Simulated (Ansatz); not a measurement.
# Ir wire along [110], 14 atoms a period: bands along the axis, part 2 of 2

What gap, if any, does the Ir wire along [110], 14 atoms a period have, and how many channels would it open?

Ansatz 0.2.0; DFT PBE, plane waves, PAW; relaxation of a wire's period; PAW set soft_1 (the session's first sound run).

So far: Starting point; Relaxation of atoms and period.

## Step 2: Relaxation of atoms and period (continued)

Relaxation path:

| step | energy less that of the first step (eV) | largest force component (eV/Å) | pressure (GPa) | volume (Å³) |
| --- | --- | --- | --- | --- |
| 1 | 0.0000 | 1.7526 | -6.41 | 597.23 |
| 2 | -0.7355 | 1.0396 | 3.99 | 573.23 |
| 3 | -1.0385 | 0.0979 | 0.13 | 580.63 |
| 4 | -1.0415 | 0.0959 | -0.11 | 582.08 |
| 5 | -1.0433 | 0.0140 | -0.05 | 581.70 |
| 6* | -1.0402 | 0.0138 | -0.04 | 581.70 |

Relaxation steps marked * repeat the geometry before them on a plane-wave basis chosen anew for their cell, so energy and pressure can jump there.

Forces are held to the 8 operations that the run works with; a distortion that breaks them can't arise in this run.

| cell as run | before | after | change |
| --- | --- | --- | --- |
| c (Å) | 2.737 | 2.665 | -2.6 % |

The atoms that moved most (Å, along periodic axes as changes of fractional coordinates times the final cell, across vacuum about the mean position):

| atom | dx | dy | dz | length |
| --- | --- | --- | --- | --- |
| Ir7 | 0.000 | 0.127 | 0.000 | 0.127 |
| Ir10 | 0.000 | -0.127 | 0.000 | 0.127 |
| Ir6 | 0.115 | 0.016 | 0.000 | 0.116 |
| Ir12 | -0.115 | 0.016 | 0.000 | 0.116 |
| Ir5 | 0.115 | -0.016 | 0.000 | 0.116 |
| Ir11 | -0.115 | -0.016 | 0.000 | 0.116 |
| Ir8 | 0.000 | 0.040 | 0.000 | 0.040 |
| Ir9 | 0.000 | -0.040 | 0.000 | 0.040 |

Numbers from this step:

```yaml
energy_at_zero_smearing: -167101.3522 eV
cell_length_along_the_wire: 2.665 Å
```

The cell's length comes to 2.665 Å with spin left out.

## Step 3: Bands of the perfect wire

This step: DFT PBE, plane waves, PAW; bands of a perfect wire; PAW set soft_1 (Ansatz 0.2.0).

At the relaxed period the bands are computed along the axis; those that cross an energy going forward count the channels that a perfect wire would open there.

Input file input.yaml:

```yaml
crystal:
  lattice:
    - [14.54, 0.0, 0.0]
    - [0.0, 15.01, 0.0]
    - [0.0, 0.0, 2.6653714498]
  atoms:
    - { symbol: Ir, position: [0.368373495, 0.319075781, 0.0] }
    - { symbol: Ir, position: [0.366868356, 0.499983669, 0.0] }
    - { symbol: Ir, position: [0.631626505, 0.319075781, 0.0] }
    - { symbol: Ir, position: [0.633131644, 0.499983669, 0.0] }
    - { symbol: Ir, position: [0.241747586, 0.407790157, 0.5] }
    - { symbol: Ir, position: [0.241747586, 0.59217718, 0.5] }
    - { symbol: Ir, position: [0.5, 0.235003421, 0.5] }
    - { symbol: Ir, position: [0.5, 0.411484726, 0.5] }
    - { symbol: Ir, position: [0.5, 0.588482612, 0.5] }
    - { symbol: Ir, position: [0.5, 0.764963916, 0.5] }
    - { symbol: Ir, position: [0.758252414, 0.407790157, 0.5] }
    - { symbol: Ir, position: [0.758252414, 0.59217718, 0.5] }
    - { symbol: Ir, position: [0.368373495, 0.680891557, 0.0] }
    - { symbol: Ir, position: [0.631626505, 0.680891557, 0.0] }
kpoints:
  mp_grid: { grid: [1, 1, 31] }
  band_path: { path: ["Γ", Z], npoints: 90 }
scf:
  occupations: { method: fermi_dirac, width: 0.05 }
hamiltonian:
  xc: pbe
  pseudopotentials: { kind: paw, azcp: { folder: soft_1 } }
output:
  dos: { e_range: [-5, 4] }
  write_potential: true
  write_density: true
  volumetric_format: npy
```

On the command line:

```
$ ansatz run input.yaml --threads 4 --pin off --max-ram 16384MiB --backend cpu --events-out ev --progress --plain --runs-dir out
```

Numbers of over 12 decimals in the logs are rounded to 6 here.

Log:

```text
[...]
Crystal: 14 atoms, lattice volume = 581.705 Å³
Basis set: ecut = 420 eV, 11439 PW (Γ)
Bands: 143, of which v1, the nominal top of the filled ones, is band 119 counted from 1 (118 counted from 0)
Symmetry: 8 space group operations
[...]
k-points: 16 of 31
[...]
SCF iter   1: F=—  HF=-167104.043281 eV  |F-HF|=—  |Δ(HF+E_count)|=         —  Δρ=3.12e-2  dr2=1.09e1  ethr=3.10e-3  ⟨swp⟩=8.2  Hψ=9765  notcnv=0  defer=17
[...]
SCF iter  11: F=-167101.436723 eV  HF=-167101.436723 eV  |F-HF|=4.26e-8  |Δ(HF+E_count)|=   1.50e-7  Δρ=2.26e-6  dr2=7.98e-8  ethr=4.20e-11  ⟨swp⟩=11.9  Hψ=8063  notcnv=0
SCF 1 converged in 11 iterations: F = -167101.436723 eV  dr2 = 7.98e-8
[...]
NSCF: frozen V_eff on 91 k-points
WARN: The output density's exchange-correlation potential varies sharply where the density is thin. Do not read a vacuum level from v_tot or v_xc, or from such a field of the output density. On a cell that repeats whose density bears no net charge and no dipole along the vacuum's axis use v_es (v_loc + v_h of the components); under efield.dipole_correction with no amplitude use v_es + v_field, which holds any externa [...]
SCF converged after 11 iterations
Free energy (F): -167101.436723 eV
[...]
Internal energy: -167101.244114 eV  (E = F + TS)
E sigma→0 (E₀):  -167101.340418 eV
Entropy (-TS):   -0.192609 eV (-13.758 meV/atom)
Fermi energy:    5.287925 eV
[...]
--- Band table (eV; the first three rows and the last of 16) ---
  k-point 0: bands = [... 115 lower, 4.6440, 4.6845, 5.0545, 5.0980, 5.1045, 5.1528, 5.3546, 5.4786, ... 20 higher]
  k-point 1: bands = [... 115 lower, 4.6239, 4.8605, 4.9686, 5.0378, 5.1247, 5.1518, 5.3085, 5.3400, ... 20 higher]
  k-point 2: bands = [... 115 lower, 4.6028, 4.7830, 4.8756, 4.8934, 5.1105, 5.2485, 5.2658, 5.3934, ... 20 higher]
  k-point 15: bands = [... 115 lower, 5.5575, 5.6911, 5.8210, 5.8921, 5.9656, 6.2443, 6.4243, 6.5887, ... 20 higher]
```

The job ended after 2.7 min (4 threads of Arm Neoverse V1, shared host; peak memory 3.9 GiB).

This step gave:

| Property | Result |
| --- | --- |
| energy at zero smearing | -167101.3404 eV |
| band gap | 0 eV |

Electronic bands along the path, in eV, zero at the Fermi level; # counts the bands kept:

| point | #56 | #57 | #58 | #59 | #60 | #61 | #62 | #63 |
| --- | --- | --- | --- | --- | --- | --- | --- | --- |
| Γ | -0.19 | -0.18 | -0.14 | 0.07 | 0.19 | 0.20 | 0.23 | 0.29 |
| halfway | -0.49 | -0.32 | -0.23 | -0.11 | -0.05 | 0.34 | 0.37 | 0.39 |
| Z | 0.64 | 0.67 | 0.97 | 1.15 | 1.30 | 1.32 | 1.35 | 1.49 |

Between Γ and Z the bands cross the Fermi level 20 times, so a perfect wire would conduct at least 20 G₀, with spin left out.

## Step 4: Outcome

* cell length, PBE: 2.665 Å
* ballistic conductance by band crossings, a lower bound, PBE: 20 G₀

**Reading.** Under PBE the cell's length is 2.67 Å, and the bands cross the Fermi level 20 times between Γ and Z, which gives a perfect wire at least 20 G₀ (opposite crossings within one step of the path cancel in such a count). No spin was allowed, though thin wires with open d shells can turn magnetic. Spin-orbit coupling is left out, which matters for the bands of heavy atoms.

[Logs are printed without paths, hosts, clocks, repeated set-up lines and the standing remarks that a program may print on its own settings, such as how far it seeks lower states.]

[Hosts, paths, dates, database ids (printed as entryN), source tags and the programs' standing remarks are cut or masked in the printed files.]
